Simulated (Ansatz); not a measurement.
## Starting-point dependence of the GW gap of Ga2S3 (Imm2)

Aim: G0W0 for Ga2S3 (Imm2) on several starting functionals, at one mesh, band count and screening cutoff.

Program: Ansatz 0.2.0. Level of theory: G0W0 on several functionals, plane waves, PAW. Results are calculated unless marked as measured.

In doubt: masses and optical values from hybrid runs of this build are listed as unsure (step 4), which bears on the screening that GW takes from such a start.

### Step 1. Set-up

Symmetry: Imm2, No. 44, orthorhombic system. The conventional cell has a = 3.673 Å, b = 11.141 Å, c = 5.346 Å, α = 90.00°, β = 90.00°, γ = 90.00°. Nearest to Ga lie 4 S at 2.20 to 2.32 Å. S has 3 Ga at 2.32 Å nearest. S has 2 Ga at 2.20 Å nearest. Farther neighbours and most contacts between anions are not listed.

The cell and positions are those that the Materials Project relaxed with its own functionals (PBE, PBE+U or r2SCAN), kept fixed.

### Step 2. G0W0 on LDA

G0W0 replaces the xc potential by the self-energy, built once from these orbitals. Only a window of levels is corrected, while the sums run over the empty bands that the input names. This step takes PAW set soft_1 files.

This step: G0W0 on LDA, plane waves, PAW; PAW set soft_1.

The input, input.yaml:

```yaml
crystal:
  lattice:
    - [-1.83633776, 5.57061928, 2.67305246]
    - [1.83633776, -5.57061928, 2.67305246]
    - [1.83633776, 5.57061928, -2.67305246]
  atoms:
    - { symbol: Ga, position: [0.16642079, 0.00736566, 0.15905513] }
    - { symbol: Ga, position: [0.84831053, 0.00736566, 0.84094487] }
    - { symbol: S, position: [0.90747666, 0.24172383, 0.66575283] }
    - { symbol: S, position: [0.575971, 0.24172383, 0.33424717] }
    - { symbol: S, position: [0.25182003, 0.25182003, 0.0] }
kpoints:
  mp_grid: { grid: [4, 4, 4] }
hamiltonian:
  xc: lda
  pseudopotentials: { kind: paw, azcp: { folder: soft_1 }, xc_functional: pbe }
scf:
  occupations: { method: fixed }
gw:
  n_empty_bands: 248
  ecut_chi: 100
  qp_bands: [v2, c2]
  qp_kpoints: band_edges
  screening: { model: contour_deformation }
```

Run with:

```bash
ansatz run input.yaml --threads 2 --pin off --max-ram 92160MiB --backend cuda --events-out ev --progress --plain --runs-dir out --devices 1 --max-vram 13GiB
```

Numbers of over 12 decimals in the logs are rounded to 6 here.

The program printed:

```text
GPUs: using 1 of 1 available (devices: 1).
Engine: ansatz 0.2.0, x86_64-unknown-linux-gnu
Pseudopotentials: kind: paw
Pseudopotential: Ga, paw, valence charge 13, recommended cutoff 420 eV (normal), soft_1/Ga.paw.azcp
Pseudopotential: S, paw, valence charge 6, recommended cutoff 420 eV (normal), soft_1/S.paw.azcp
Functional definition: SPW92
  exchange = slater_x
  correlation = pw_c
device memory: the entry about to start is reckoned to put 1.3 GiB on a device that reports 50.0 GiB free (of which the cap on the GPU budget leaves the run 13.0 GiB)
GPU FFT provider: cuFFT
GPU libraries: cuBLAS 13.8.2, cuFFT 12.4.0, cuSOLVER 12.3.4
Crystal: 5 atoms, lattice volume = 109.376 Å³
Basis set: ecut = 420 eV, 2133 PW (Γ)
Bands: 27, of which v1, the nominal top of the filled ones, is band 22 counted from 1 (21 counted from 0)
Symmetry: 4 space group operations
Space group: Imm2 (ITA 44), of the structure as read, at distance tolerance 4.8e-5 Å
k-points: 18 of 64 (time reversal used)
Non-local potential: Ga, projectors of the file, l = 0: 2, l = 1: 2, l = 2: 3, l = 3: 1
Non-local potential: S, projectors of the file, l = 0: 2, l = 1: 2, l = 2: 1
PAW form: soft (Blöchl's): semilocal exchange-correlation on the pseudo side does not see the compensation charge
PAW frozen core: Ga, regenerated for the run's functional, and the local potential with it (the file was generated under x = pbe(κ = 0.804, μ = 0.219515), c = pbe(β = 0.066725))
PAW frozen core: S, regenerated for the run's functional, and the local potential with it (the file was generated under x = pbe(κ = 0.804, μ = 0.219515), c = pbe(β = 0.066725))
PAW one-centre angular grid: Ga, 590 points (default); XC on 64 Gauss nodes
PAW one-centre angular grid: S, 110 points (default); XC on 64 Gauss nodes
Initial density: superposition of atomic densities (chi_scale 0.1, normalization cell, long waves kept (reshape's long-wave potential 0.05 eV rms))
Initial wavefunctions: pseudopotential atomic-orbital guess
GPU buffer pool allocated for 91125 grid points (all kernels)
GPU transforms: local potential and band sums: pruned to the plane-wave sphere, on 45×45×45
Functional: x = slater, c = lda
SCF iter   1: F=—  HF=-10026.405314 eV  |F-HF|=—  |Δ(HF+E_count)|=         —  Δρ=4.82e-2  dr2=1.66e0  ethr=3.10e-3  ⟨swp⟩=5.0  Hψ=1962  notcnv=0  defer=51
preconditioner: auto → Resta (q_TF=auto, 2.344 Å⁻¹)  ε∞=3.7  [insulator: Δε(μ)=1.680 eV  Ē_g=14.274 eV  n_scr=20 (ndim 8)  ℏωp=23.6 eV  f_vac=0.000  ε∞_Penn≈3.7]
SCF iter   2: F=—  HF=-10025.981974 eV  |F-HF|=—  |Δ(HF+E_count)|=   4.23e-1  Δρ=2.24e-2  dr2=4.01e-1  ethr=3.10e-3  ⟨swp⟩=3.0  Hψ=1063  notcnv=0  defer=52
SCF iter   3: F=—  HF=-10025.840784 eV  |F-HF|=—  |Δ(HF+E_count)|=   1.41e-1  Δρ=5.98e-3  dr2=3.20e-2  ethr=9.11e-4  ⟨swp⟩=2.2  Hψ=915  notcnv=0  defer=52
SCF iter   4: F=—  HF=-10025.817037 eV  |F-HF|=—  |Δ(HF+E_count)|=   2.37e-2  Δρ=1.97e-3  dr2=4.27e-3  ethr=7.28e-5  ⟨swp⟩=2.9  Hψ=925  notcnv=0  defer=53
SCF iter   5: F=—  HF=-10025.817623 eV  |F-HF|=—  |Δ(HF+E_count)|=   5.85e-4  Δρ=7.11e-4  dr2=6.53e-4  ethr=9.70e-6  ⟨swp⟩=2.1  Hψ=901  notcnv=0  defer=54
SCF iter   6: F=—  HF=-10025.817650 eV  |F-HF|=—  |Δ(HF+E_count)|=   2.74e-5  Δρ=1.51e-4  dr2=3.90e-5  ethr=1.48e-6  ⟨swp⟩=2.3  Hψ=706  notcnv=0  defer=54
SCF iter   7: F=—  HF=-10025.817659 eV  |F-HF|=—  |Δ(HF+E_count)|=   8.62e-6  Δρ=5.71e-5  dr2=4.44e-6  ethr=8.87e-8  ⟨swp⟩=2.3  Hψ=725  notcnv=0  defer=48
SCF iter   8: F=—  HF=-10025.817659 eV  |F-HF|=—  |Δ(HF+E_count)|=   2.10e-7  Δρ=1.74e-5  dr2=4.73e-7  ethr=1.01e-8  ⟨swp⟩=2.0  Hψ=661  notcnv=0  defer=48
SCF iter   9: F=-10025.817659 eV  HF=-10025.817659 eV  |F-HF|=1.18e-8  |Δ(HF+E_count)|=   1.18e-7  Δρ=4.45e-6  dr2=3.27e-8  ethr=2.27e-10  ⟨swp⟩=10.6  Hψ=2349  notcnv=0
SCF 1 converged in 9 iterations: F = -10025.817659 eV  dr2 = 3.27e-8
  greatest PAW one-centre occupation: 0.995 electrons in one spin orbital (limit 2), on the Ga atom at site 0 (counted from 0), in its partial waves of l = 2
device memory: the entry about to start is reckoned to put 1.4 GiB (of the 1.5 GiB reckoned in all, the device holds 0.1 GiB already) on a device that reports 50.0 GiB free (of which the cap on the GPU budget leaves the run 12.9 GiB)
NSCF: frozen V_eff on 18 k-points, pencils in batches of 32, up to order 108
the band table was solved once the SCF had ended and its energy, with any forces and stress, was formed, with the checks that follow a solve (2238 applications of the Hamiltonian). They found nothing against the state; the energy, forces and stress were not computed again (output.eigenvalues in the input reference)
device memory: the entry about to start is reckoned to put 3.3 GiB on a device that reports 50.0 GiB free (of which the cap on the GPU budget leaves the run 13.0 GiB)
NSCF: frozen V_eff on 18 k-points
G₀W₀ screening: q 1/18
[... further progress lines ...]
device memory: the entry about to start is reckoned to put 0.7 GiB on a device that reports 44.4 GiB free (of which the cap on the GPU budget leaves the run 13.0 GiB)
NSCF: frozen V_eff on 1 k-points
device memory: the entry about to start is reckoned to put 0.7 GiB on a device that reports 44.4 GiB free (of which the cap on the GPU budget leaves the run 13.0 GiB)
NSCF: frozen V_eff on 1 k-points
device memory: the entry about to start is reckoned to put 0.7 GiB on a device that reports 44.4 GiB free (of which the cap on the GPU budget leaves the run 13.0 GiB)
NSCF: frozen V_eff on 1 k-points
SCF converged after 9 iterations
Free energy (F): -10025.817659 eV
Harris-Foulkes:  -10025.817659 eV  (|F-HF|=1.18e-8)
Internal energy: -10025.817659 eV  (E = F + TS)
E sigma→0 (E₀):  -10025.817659 eV
Fermi energy:    5.509839 eV
--- Per-component energies (eV) ---
  E_band       = -200.734203
  E_kinetic    = 540.528212
  E_local      = -4060.316118  (includes V_loc(G=0)·N_el)
  E_nonlocal   = -73.004626
  E_hartree    = 2304.887803
  E_xc         = -388.845057
  E_vxc        = -359.366366  (∫ρ·V_xc dr)
  E_paw        = -5566.016089  (= ΣΔE_a)
  E_vpaw       = -858.349661  (= ΣTr[D̂ρ^β])
  E_aug_tail   = -0.000422  (compensation charges beyond the density's cutoff)
  E_ewald      = -2786.967918
  E_core_change = 3.916556  (= ΣΔE_core)
  E_smearing   = -0.000000  (= −TS)
  E_closure    = 0.000000  (closes the sum)
  Σ components = -10025.817659   (vs F -10025.817659, Δ=0.00e0)
--- Band table (eV; the first three rows and the last of 18) ---
  k-point 0: bands = [... 18 lower, 3.2905, 4.4218, 4.4980, 5.3788, 6.7587, 7.9377, 9.4786, 10.5210, ... 1 higher]
  k-point 1: bands = [... 18 lower, 2.5363, 3.6329, 3.9167, 4.3308, 8.1935, 9.1559, 9.4922, 9.7085, ... 1 higher]
  k-point 2: bands = [... 18 lower, 2.9359, 2.9545, 3.3958, 3.6351, 7.7277, 7.8402, 8.6865, 9.3800, ... 1 higher]
  k-point 17: bands = [... 18 lower, 3.2690, 3.4788, 3.5553, 5.5098, 7.5066, 7.7481, 7.8126, 10.2466, ... 1 higher]
--- G₀W₀: contour deformation, 7 samples at zero and on the imaginary axis and 1 off it, 64 q-points, 248 empty bands' worth ---
  eigenvalues of the whole cell's RPA ε∞ on this k-mesh (on a slab, of 1 + 4πα/V) = 5.9395, 6.1795, 7.2845; static W/v taken at q = 0 is 0.150572
  gw.qp_kpoints: band_edges: 10 of 18 stored k-points solved, in 1 pass; an edge of the gap read off the rows below is read off those points alone
    valence top: of the k-points left out ik 3 came nearest to being solved in a further pass, in band 22 (counted from 1, as in the quasiparticle table): it holds the edge there only if its correction is more favourable than any solved in that band by at least 0.898 eV; those differ by 0.020 eV
    conduction bottom: of the k-points left out ik 3 came nearest to being solved in a further pass, in band 23 (counted from 1, as in the quasiparticle table): it holds the edge there only if its correction is more favourable than any solved in that band by at least 0.788 eV; those differ by 0.322 eV
    ik  band        ε_KS         Σx   Σc(E_QP)       V_xc       Z   E_QP_lin       E_QP  E_QP is
     0    21      4.4980   -19.0445     1.9889   -16.5473  0.7529     3.9852     3.9897  root
     0    22      5.3788   -18.6890     2.3570   -15.7460  0.7428     4.7859     4.7928  root
     0    23      6.7587   -10.2393    -3.7738   -14.8055  0.7835     7.5606     7.5511  root
     0    24      7.9377    -8.1776    -4.2387   -13.1679  0.7841     8.6997     8.6893  root
     2    21      3.3958   -17.9781     2.5614   -14.8254  0.7381     2.7963     2.8045  root
     2    22      3.6351   -17.5981     2.6344   -14.3577  0.7275     3.0170     3.0292  root
     2    23      7.7277    -6.7332    -3.7944   -11.0600  0.7982     8.2643     8.2601  root
     2    24      7.8402    -9.0843    -3.9639   -13.8655  0.7815     8.6692     8.6575  root
     4    21      3.6737   -18.0984     2.4973   -15.0088  0.7374     3.0727     3.0815  root
     4    22      3.8536   -17.9800     2.5328   -14.8451  0.7345     3.2414     3.2515  root
     4    23      7.9802    -8.8514    -3.9843   -13.5919  0.7825     8.7463     8.7364  root
     4    24      8.1253    -9.9917    -4.0543   -14.8981  0.7748     8.9910     8.9775  root
     6    21      4.1574   -18.7812     2.1017   -16.1586  0.7515     3.6317     3.6365  root
     6    22      5.2907   -18.5115     2.4181   -15.4963  0.7410     4.6862     4.6937  root
     6    23      7.5975   -10.8780    -3.9155   -15.6133  0.7729     8.4290     8.4173  root
     6    24      7.8930    -8.8493    -4.2131   -13.8586  0.7808     8.7010     8.6891  root
     7    21      3.9124   -18.5814     2.3145   -15.7057  0.7473     3.3451     3.3512  root
     7    22      4.2148   -18.3364     2.4684   -15.2655  0.7378     3.6034     3.6123  root
     7    23      7.5555    -9.6450    -3.9178   -14.3953  0.7817     8.3996     8.3880  root
     7    24      8.5476    -9.7967    -4.2469   -14.8884  0.7708     9.4071     9.3924  root
     9    21      3.8988   -18.5256     2.2150   -15.7849  0.7466     3.3680     3.3731  root
     9    22      5.2610   -18.4990     2.4630   -15.4314  0.7401     4.6487     4.6565  root
     9    23      7.2804    -9.6280    -3.9816   -14.4491  0.7829     8.1319     8.1199  root
     9    24      8.0056   -10.0784    -4.1560   -15.0761  0.7727     8.8608     8.8472  root
[...]
14    21      4.1443   -18.6000     2.0789   -15.9972  0.7501     3.6155     3.6206  root
    14    22      5.4417   -18.7486     2.3712   -15.7890  0.7427     4.8463     4.8533  root
    14    23      7.3195   -10.3824    -3.9134   -15.1105  0.7779     8.1452     8.1340  root
    14    24      7.7703    -8.2082    -4.1387   -13.0720  0.7855     8.5046     8.4953  root
    17    21      3.5553   -19.2705     2.1360   -16.6294  0.7558     3.0457     3.0502  root
    17    22      5.5098   -18.8299     2.3881   -15.8507  0.7427     4.9116     4.9187  root
    17    23      7.5066    -7.2647    -4.0029   -11.8986  0.7934     8.1441     8.1376  root
    17    24      7.7481   -10.5675    -4.1878   -15.6530  0.7717     8.6614     8.6457  root
```

The job ended after 22 s (1 × NVIDIA H100 80GB HBM3 (shared by 6 runs) with 2 threads of AMD EPYC 7R13 (Zen 3), shared host; peak memory 1.4 GiB).

Numbers from this step:

```
bands summed                                 : 270
RPA ε∞ on this mesh (eigenvalues)            : 5.940, 6.179, 7.284
plane waves in the screening matrix          : 239
q-points in the mesh                         : 64
G0W0 gap on the mesh                         : 2.632 eV
k of the valence top                         : -0.5, -0.5, -0.5
k of the conduction bottom                   : 0, 0, 0
starting gap on the mesh                     : 1.249 eV
Z at the valence top                         : 0.7427
Z at the conduction bottom                   : 0.7835
least direct G0W0 gap on the computed points : 2.758 eV
```

The gap on the mesh goes from 1.25 eV to 2.63 eV, a correction of +1.38 eV. Between the two edge states, bare exchange in place of the xc potential would open the gap by 7.55 eV, and correlation takes back 6.16 eV.

### Step 3. G0W0 on r2SCAN

One-shot GW remembers its start. Another functional's orbitals and levels show by how much.

This step: G0W0 on r2SCAN, plane waves, PAW; PAW set soft_1.

input.yaml, as its differences from that of step 2:

```diff
@@ -14,4 +14,4 @@
 hamiltonian:
-  xc: lda
-  pseudopotentials: { kind: paw, azcp: { folder: soft_1 }, xc_functional: pbe }
+  xc: r2scan
+  pseudopotentials: { kind: paw, azcp: { folder: soft_1 } }
 scf:
```

The program printed:

```text
GPUs: using 1 of 1 available (devices: 1).
[...]
GPU FFT provider: cuFFT
GPU libraries: cuBLAS 13.8.2, cuFFT 12.4.0, cuSOLVER 12.3.4
Crystal: 5 atoms, lattice volume = 109.376 Å³
Basis set: ecut = 500 eV, 2767 PW (Γ), exchange–correlation on 192×192×192 points (64 copies of the dense FFT grid, shifted against one another)
Bands: 27, of which v1, the nominal top of the filled ones, is band 22 counted from 1 (21 counted from 0)
Symmetry: 4 space group operations
[...]
k-points: 18 of 64 (time reversal used)
[...]
GPU buffer pool allocated for 110592 grid points (all kernels)
[...]
SCF iter   1: F=—  HF=-10302.352269 eV  |F-HF|=—  |Δ(HF+E_count)|=         —  Δρ=5.69e-2  dr2=1.94e0  dr2_τ=4.77e-2  ethr=3.10e-3  ⟨swp⟩=5.0  Hψ=1965  notcnv=0  defer=48
[...]
SCF iter   9: F=-10302.011969 eV  HF=-10302.011969 eV  |F-HF|=7.15e-9  |Δ(HF+E_count)|=   1.59e-8  Δρ=3.62e-6  dr2=2.10e-8  dr2_τ=8.57e-10  ethr=2.27e-10  ⟨swp⟩=10.9  Hψ=2399  notcnv=0
SCF 1 converged in 9 iterations: F = -10302.011969 eV  dr2 = 2.10e-8
[...]
NSCF: frozen V_eff on 18 k-points, pencils in batches of 32, up to order 108
[...]
NSCF: frozen V_eff on 18 k-points
G₀W₀ screening: q 1/18
[... further progress lines ...]
[...]
SCF converged after 9 iterations
Free energy (F): -10302.011969 eV
[...]
Internal energy: -10302.011969 eV  (E = F + TS)
E sigma→0 (E₀):  -10302.011969 eV
Fermi energy:    5.496639 eV
[...]
--- Band table (eV; the first three rows and the last of 18) ---
  k-point 0: bands = [... 18 lower, 3.2004, 4.3628, 4.4530, 5.3661, 7.4623, 8.4885, 10.0625, 11.0709, ... 1 higher]
  k-point 1: bands = [... 18 lower, 2.4933, 3.6155, 3.8936, 4.3124, 8.7811, 9.7015, 10.0731, 10.2683, ... 1 higher]
  k-point 2: bands = [... 18 lower, 2.9239, 2.9295, 3.3318, 3.6165, 8.2540, 8.3752, 9.2307, 9.9238, ... 1 higher]
  k-point 17: bands = [... 18 lower, 3.2540, 3.4388, 3.4624, 5.4966, 8.0547, 8.3528, 8.3650, 10.7790, ... 1 higher]
[...]
0    21      4.4530   -19.1391     2.0090   -16.6211  0.7725     3.9409     3.9440  root
     0    22      5.3661   -18.7332     2.3203   -15.8228  0.7635     4.7709     4.7760  root
     0    23      7.4623    -9.9499    -3.7217   -14.1307  0.8011     7.9233     7.9213  root
     0    24      8.4885    -7.9653    -4.0310   -12.4764  0.8023     8.9712     8.9686  root
     2    21      3.3318   -18.0930     2.5178   -14.9667  0.7589     2.7173     2.7234  root
     2    22      3.6165   -17.7172     2.5928   -14.4761  0.7500     2.9613     2.9682  root
     2    23      8.2540    -6.5497    -3.6226   -10.4358  0.8149     8.5182     8.5175  root
     2    24      8.3752    -8.9042    -3.7990   -13.3163  0.7997     8.9924     8.9884  root
[...]
17    21      3.4624   -19.3616     2.1262   -16.7310  0.7749     2.9548     2.9579  root
    17    22      5.4966   -18.8657     2.3428   -15.9339  0.7634     4.9026     4.9077  root
    17    23      8.0547    -7.0422    -3.8131   -11.1992  0.8107     8.3999     8.3986  root
    17    24      8.3528    -8.5001    -3.7710   -12.8143  0.8034     8.8991     8.8960  root
```

Elapsed: 25 s, on 1 × NVIDIA H100 80GB HBM3 (shared by 6 runs) with 2 threads; peak memory 1.7 GiB.

Numbers from this step:

```yaml
bands_summed: 270
rpa_eps_infinity_on_this_mesh_eigenvalues: 4.929, 5.154, 5.646
plane_waves_in_the_screening_matrix: 239
q_points_in_the_mesh: 64
g0w0_gap_on_the_mesh: 3.014 eV
k_of_the_valence_top: -0.5, -0.5, -0.5
k_of_the_conduction_bottom: 0, 0, 0
starting_gap_on_the_mesh: 1.966 eV
z_at_the_valence_top: 0.7634
z_at_the_conduction_bottom: 0.8011
least_direct_g0w0_gap_on_the_computed_points: 3.145 eV
```

Against the run with 4×4×4 mesh, 248 empty bands, screening to 100 eV, PAW set soft_1 files on LDA, the gap moves by +0.38 eV, while the start moved by +0.72 eV.

### Step 4. G0W0 on HSE06

This step: G0W0 on HSE06, plane waves, PAW; PAW set soft_1.

input.yaml, as its differences from that of step 3:

```diff
@@ -14,3 +14,3 @@
 hamiltonian:
-  xc: r2scan
+  xc: hse06
   pseudopotentials: { kind: paw, azcp: { folder: soft_1 } }
```

The program printed:

```text
GPUs: using 1 of 1 available (devices: 1).
[...]
davidson cushion auto → on  (no smearing: the cushion is to keep the highest requested band from converging to the state above it; pin scf.eigensolver.cushion to override)
[...]
GPU FFT provider: cuFFT
GPU libraries: cuBLAS 13.8.2, cuFFT 12.4.0, cuSOLVER 12.3.4
Crystal: 5 atoms, lattice volume = 109.376 Å³
Basis set: ecut = 420 eV, 2133 PW (Γ)
[...]
2    23      8.4570    -6.3226    -3.5473   -10.0069  0.8284     8.5941     8.5939  root
     2    24      8.7040    -8.5893    -3.6974   -12.6866  0.8155     9.1052     9.1039  root
[...]
17    21      3.0906   -19.2126     1.9741   -16.9560  0.7917     2.8073     2.8081  root
    17    22      5.0699   -18.8488     2.1708   -16.3639  0.7818     4.7547     4.7558  root
    17    23      8.2714    -6.6134    -3.6890   -10.4837  0.8259     8.4530     8.4527  root
    17    24      8.6585    -8.4300    -3.7080   -12.5119  0.8172     9.0337     9.0325  root
[key lines of the parts left out:]
Free energy (F): -10278.346098 eV
Fermi energy:    5.069870 eV
```

It took 70 s on 1 × NVIDIA H100 80GB HBM3 (shared by 6 runs) with 2 threads; peak memory 1.8 GiB; 84 s of CPU time.

Numbers from this step:

| Item | Value |
| --- | --- |
| bands summed | 270 |
| RPA ε∞ on this mesh (eigenvalues) | 4.422, 4.591, 4.954 |
| plane waves in the screening matrix | 239 |
| G0W0 gap on the mesh | 3.261 eV |
| k of the valence top | -0.5, -0.5, -0.5 |
| k of the conduction bottom | 0, 0, 0 |
| starting gap on the mesh | 2.604 eV |
| least direct G0W0 gap on the computed points | 3.391 eV |

Against the run with 4×4×4 mesh, 248 empty bands, screening to 100 eV, PAW set soft_1 files on r2SCAN, the gap moves by +0.25 eV, while the start moved by +0.64 eV.

[end of part 1 of 2]

[Paths, hosts, dates, memory and timing lines, banners, echoed tables and standing remarks are left out of the program output.]

[Logs are printed without paths, hosts, clocks, repeated set-up lines and the standing remarks that a program may print on its own settings, such as how far it seeks lower states.]

[Runs of the session that timed out or met a known fault of the program may be left out.]

[Cells called generated may have been cut or substituted from an entry of the Crystallography Open Database or the Materials Project.]

[Hosts, paths, dates, database ids (printed as entryN), source tags and the programs' standing remarks are cut or masked in the printed files.]
